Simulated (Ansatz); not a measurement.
# NaRh, from a guessed structure to a relaxed one, part 2 of 2

This structure for NaRh is made up. Its elements were placed in a known structure type with a cell scaled to their sizes. What cell does the guess relax to, and how far off was it?

Ansatz 0.2.0; DFT, PBE, plane-wave PAW, files of the set soft_1, scalar-relativistic, no spin, cell and ions relaxed at zero pressure; PAW set soft_1 (the session's first sound run).

So far: Set-up; Relaxation of the guess. The relaxed cell has a = 2.769, c = 5.011 Å (conventional setting).

**3. Bands of the relaxed cell**

With the geometry fixed, one more self-consistent run, with a narrower smearing and the mesh shown in its input, gives the bands, and its pressure, and its forces where symmetry allows any, show how far the geometry depends on these settings.

This step: DFT, PBE, plane-wave PAW, files of the set soft_1, scalar-relativistic, no spin, bands and density of states at the relaxed cell; PAW set soft_1 (Ansatz 0.2.0).

Input file input.yaml:

```yaml
crystal:
  lattice:
    - [2.7690172815, 0.0, 0.0]
    - [-1.3845086407, 2.3980393093, 0.0]
    - [0.0, 0.0, 5.0111409131]
  atoms:
    - { symbol: Rh, position: [0.6666666667, 0.3333333333, 0.0] }
    - { symbol: Na, position: [0.0, 0.0, 0.5] }
kpoints:
  mp_grid: { grid: [12, 12, 6] }
  band_path:
    path:
      - [[0.0, 0.0, 0.0], [0.5, 0.0, 0.0], [0.33333333, 0.33333333, 0.0], [0.0, 0.0, 0.0], [0.0, 0.0, 0.5], [0.5, 0.0, 0.5], [0.33333333, 0.33333333, 0.5], [0.0, 0.0, 0.5]]
      - [[0.5, 0.0, 0.5], [0.5, 0.0, 0.0]]
      - [[0.33333333, 0.33333333, 0.0], [0.33333333, 0.33333333, 0.5]]
    npoints: 8
scf:
  occupations: { method: fermi_dirac, width: 0.03 }
  n_extra_bands: 6
hamiltonian:
  xc: pbe
  pseudopotentials: { kind: paw, azcp: { folder: soft_1 } }
output:
  forces: true
  stress: true
  write_bands: true
  dos: { projected: true }
  write_density: true
  write_potential: true
  elf: true
  volumetric_format: npy
```

Run with:

```
$ ansatz run input.yaml --threads 4 --pin off --max-ram 8192MiB --backend cpu --events-out ev --progress --plain --runs-dir out
```

Numbers of over 12 decimals in the logs are rounded to 6 here.

The program printed:

```text
[...]
Crystal: 2 atoms, lattice volume = 33.275 Å³
Basis set: ecut = 420 eV, 665 PW (Γ), exchange–correlation on 40×40×72 points (8 copies of the dense FFT grid, shifted against one another)
Bands: 19, of which v1, the nominal top of the filled ones, is band 13 counted from 1 (12 counted from 0)
Symmetry: 12 space group operations
[...]
k-points: 76 of 864 (time reversal used)
[...]
SCF iter   1: F=—  HF=-7893.032271 eV  |F-HF|=—  |Δ(HF+E_count)|=         —  Δρ=2.13e-1  dr2=2.90e1  ethr=3.10e-3  ⟨swp⟩=5.0  Hψ=6659  notcnv=0
[...]
SCF iter   8: F=-7888.768661 eV  HF=-7888.768661 eV  |F-HF|=3.39e-9  |Δ(HF+E_count)|=   2.58e-8  Δρ=5.24e-6  dr2=5.19e-9  ethr=3.85e-10  ⟨swp⟩=12.9  Hψ=10530  notcnv=0
SCF 1 converged in 8 iterations: F = -7888.768661 eV  dr2 = 5.19e-9
[...]
NSCF: frozen V_eff on 75 k-points
SCF converged after 8 iterations
Free energy (F): -7888.768661 eV
[...]
Internal energy: -7888.764764 eV  (E = F + TS)
E sigma→0 (E₀):  -7888.766712 eV
Entropy (-TS):   -0.003897 eV (-1.949 meV/atom)
Fermi energy:    11.593039 eV
[...]
--- Stress (GPa, compression-positive) ---
       -0.751324       0.000000       0.000000
        0.000000      -0.751324       0.000000
        0.000000       0.000000      -0.112380
  P = ⅓ Tr σ = -0.5383 GPa (-5.383 kbar)
--- Band table (eV; the first three rows and the last of 76) ---
  k-point 0: bands = [... 9 lower, 8.2773, 9.8090, 9.8090, 11.7641, 11.7641, 12.4095, 15.6905, 28.3679, ... 2 higher]
  k-point 1: bands = [... 9 lower, 8.3280, 9.8086, 9.8086, 11.5750, 11.7628, 11.7628, 16.7128, 27.2339, ... 2 higher]
  k-point 2: bands = [... 9 lower, 8.5311, 9.8080, 9.8080, 10.2683, 11.7603, 11.7603, 18.4938, 25.1193, ... 2 higher]
  k-point 75: bands = [... 9 lower, 9.5321, 9.5487, 9.5616, 10.8383, 16.2741, 17.9428, 18.4913, 18.7789, ... 2 higher]
```

The job ended after 2 s (4 threads of Arm Neoverse V2, shared host; peak memory 0.33 GiB).

The column dr2 measures how far the density is from self-consistency, as an energy; F and HF (Harris–Foulkes) agree once it is small.

Numbers from this step:

| Item | Value |
| --- | --- |
| free energy | -7888.7687 eV |
| energy at zero smearing | -7888.7667 eV |
| smearing term TS | 0.003897 eV |
| pressure | -0.5383 GPa |

bands.tsv at the labelled points (eV, zero at the Fermi level; the bands that come nearest the Fermi level along the path):

| point | band 10 | band 11 | band 12 | band 13 | band 14 | band 15 | band 16 | band 17 |
| --- | --- | --- | --- | --- | --- | --- | --- | --- |
| Γ | -3.32 | -1.78 | -1.78 | 0.17 | 0.17 | 0.82 | 4.10 | 16.77 |
| M | -2.89 | -1.24 | -0.41 | 1.15 | 1.52 | 4.78 | 6.30 | 8.03 |
| K | -2.07 | -2.02 | -1.94 | -1.01 | 4.84 | 5.36 | 6.71 | 8.39 |
| Γ | -3.32 | -1.78 | -1.78 | 0.17 | 0.17 | 0.82 | 4.10 | 16.77 |
| A | -2.72 | -2.14 | -1.79 | -1.79 | 0.17 | 0.17 | 7.96 | 12.38 |
| L | -3.07 | -0.87 | -0.40 | 1.15 | 2.35 | 3.18 | 6.33 | 6.64 |
| H | -2.06 | -2.04 | -2.03 | -0.75 | 4.68 | 6.35 | 6.90 | 7.19 |
| A | -2.72 | -2.14 | -1.79 | -1.79 | 0.17 | 0.17 | 7.96 | 12.38 |
| L | -3.07 | -0.87 | -0.40 | 1.15 | 2.35 | 3.18 | 6.33 | 6.64 |
| M | -2.89 | -1.24 | -0.41 | 1.15 | 1.52 | 4.78 | 6.30 | 8.03 |
| K | -2.07 | -2.02 | -1.94 | -1.01 | 4.84 | 5.36 | 6.71 | 8.39 |
| H | -2.06 | -2.04 | -2.03 | -0.75 | 4.68 | 6.35 | 6.90 | 7.19 |

States per cell as run, both spins, in windows of 1 eV, from dos.tsv (zero at the Fermi level):

| from | to | total |
| --- | --- | --- |
| -8 | -7 | 0.00 |
| -7 | -6 | 0.00 |
| -6 | -5 | 0.05 |
| -5 | -4 | 0.29 |
| -4 | -3 | 1.43 |
| -3 | -2 | 2.79 |
| -2 | -1 | 2.96 |
| -1 | 0 | 2.47 |
| 0 | 1 | 1.14 |
| 1 | 2 | 0.67 |
| 2 | 3 | 0.67 |
| 3 | 4 | 0.65 |
| 4 | 5 | 0.57 |
| 5 | 6 | 0.46 |

A further 16.0 states lie below the table's range.

Valence density in the ac plane at fractional y = 0.333, with atoms of Rh within 0.2 Å of it. It is the smooth field of the valence electrons, not physical close to the nuclei.

Ten even steps from '_' (0 e/Å³) to '@' (14 e/Å³):
```
____________::==##%%%%**--..
____________..--++****==::..
______________..------::..__
________________........____
____________________________
____________________________
____________________________
____________________________
____________________________
____________________________
____________________________
____________________________
____________________________
____________________________
____________________________
____________________________
____________________________
____________________________
____________________________
____________________________
____________________________
________________........____
______________..------::..__
____________..--++****==::..
____________::==##%%%%**--..
____________::++%%@@@@##==..
```
Columns run along a (2.8 Å), rows up along c (5.0 Å). Atoms in or near the plane, at fractional coordinates: Rh at (0.67, 0.00).

ELF in the ac plane at fractional y = 0.333, with atoms of Rh within 0.2 Å of it. It is the smooth field of the valence electrons, not physical close to the nuclei.

Values, 24 rows by 14 columns, each cell a mean:
```
0.30 0.22 0.26 0.24 0.23 0.36 0.54 0.66 0.71 0.73 0.73 0.70 0.63 0.48
0.27 0.22 0.26 0.25 0.22 0.31 0.47 0.60 0.65 0.67 0.67 0.64 0.56 0.42
0.24 0.23 0.27 0.26 0.22 0.26 0.38 0.50 0.57 0.59 0.59 0.55 0.46 0.33
0.24 0.25 0.27 0.27 0.24 0.24 0.29 0.38 0.44 0.47 0.47 0.43 0.35 0.27
0.26 0.27 0.27 0.27 0.26 0.26 0.27 0.31 0.34 0.36 0.36 0.33 0.30 0.27
0.26 0.24 0.24 0.24 0.25 0.27 0.30 0.32 0.33 0.34 0.34 0.33 0.31 0.29
0.20 0.15 0.14 0.14 0.17 0.22 0.28 0.33 0.37 0.38 0.37 0.35 0.31 0.26
0.10 0.07 0.05 0.05 0.07 0.11 0.18 0.28 0.35 0.38 0.38 0.33 0.24 0.16
0.04 0.05 0.05 0.05 0.04 0.04 0.08 0.17 0.26 0.32 0.30 0.23 0.13 0.07
0.06 0.11 0.14 0.12 0.07 0.03 0.04 0.08 0.15 0.20 0.19 0.12 0.06 0.04
0.11 0.20 0.25 0.24 0.15 0.06 0.03 0.04 0.09 0.12 0.11 0.07 0.04 0.05
0.14 0.25 0.31 0.29 0.20 0.08 0.03 0.03 0.07 0.10 0.09 0.05 0.03 0.06
0.12 0.21 0.26 0.24 0.16 0.06 0.03 0.04 0.08 0.12 0.11 0.07 0.04 0.05
0.06 0.11 0.14 0.13 0.07 0.04 0.03 0.07 0.14 0.20 0.18 0.12 0.06 0.04
0.04 0.05 0.05 0.05 0.04 0.04 0.07 0.16 0.26 0.31 0.29 0.22 0.13 0.06
0.09 0.06 0.05 0.05 0.06 0.10 0.17 0.27 0.35 0.38 0.37 0.32 0.24 0.15
0.19 0.15 0.13 0.13 0.16 0.21 0.28 0.33 0.37 0.38 0.38 0.36 0.31 0.25
0.26 0.24 0.23 0.23 0.25 0.27 0.30 0.32 0.33 0.34 0.34 0.33 0.31 0.29
0.26 0.27 0.27 0.27 0.27 0.26 0.28 0.31 0.34 0.36 0.35 0.33 0.30 0.27
0.24 0.25 0.27 0.27 0.25 0.24 0.29 0.37 0.43 0.46 0.46 0.42 0.34 0.27
0.24 0.23 0.27 0.26 0.23 0.26 0.37 0.49 0.56 0.58 0.58 0.54 0.45 0.33
0.26 0.22 0.26 0.25 0.22 0.30 0.47 0.59 0.65 0.66 0.66 0.63 0.56 0.41
0.30 0.22 0.26 0.24 0.23 0.35 0.53 0.65 0.71 0.73 0.72 0.69 0.62 0.48
0.31 0.22 0.26 0.24 0.23 0.37 0.56 0.68 0.74 0.77 0.76 0.72 0.65 0.50
```
Columns run along a (2.8 Å), rows up along c (5.0 Å). Atoms in or near the plane, at fractional coordinates: Rh at (0.67, 0.00).

Electrostatic potential energy in the ac plane at fractional y = 0.333, with atoms of Rh within 0.2 Å of it. With pseudopotentials it is smooth inside the atoms' cores, unlike the true potential.

Ten even steps from '0' (-61 eV) to '9' (14 eV):
```
79998631000014
89999742000135
99999864322357
99999987555678
99999999888899
99999999999999
99999999999999
99999999999999
99999999999999
99999999999999
99899999999999
98888999999999
88888999999999
98888999999999
99899999999999
99999999999999
99999999999999
99999999999999
99999999999999
99999999999999
99999999888899
99999987555678
99999864322357
89999742000135
79998631000014
79998630000014
```
Columns run along a (2.8 Å; values clipped at the 3rd and 97th percentile), rows up along c (5.0 Å). Atoms in or near the plane, at fractional coordinates: Rh at (0.67, 0.00).

**4. Results**

```yaml
space_group_relaxed: P-6m2
conventional_cell: a = 2.769, b = 2.769, c = 5.011 Å; α = 90.0°, β = 90.0°, γ = 120.0°
volume_per_atom: 16.64 Å³ (guess 20.11)
```

What this shows: NaRh relaxes to P-6m2 with a = 2.769, b = 2.769 and c = 5.011 Å. The guessed volume was 21 % too large. The space group P-6m2 was held in the relaxation, so the end point is a stationary structure within it and may be a saddle against distortions or other arrangements. Bands cross the Fermi level, so it is a metal or semimetal at this level. On the 12×12×6 mesh with the narrower smearing (relaxed on 10×10×6) the forces vanish, as symmetry may demand, and the largest stress component is 0.751 GPa, against the relaxation's thresholds of 0.015 eV/Å and 0.05 GPa. The cutoff wasn't tested. A vector of the cell changed its length by 10 %, more than the volume shows. No dispersion term is used, so weakly bound directions may come out too long. The runs have no spin, and magnetism wasn't tested. Nothing here tests whether the compound is stable against decomposition.

[Logs are printed without paths, hosts, clocks, repeated set-up lines and the standing remarks that a program may print on its own settings, such as how far it seeks lower states.]

[Hosts, paths, dates, database ids (printed as entryN), source tags and the programs' standing remarks are cut or masked in the printed files.]
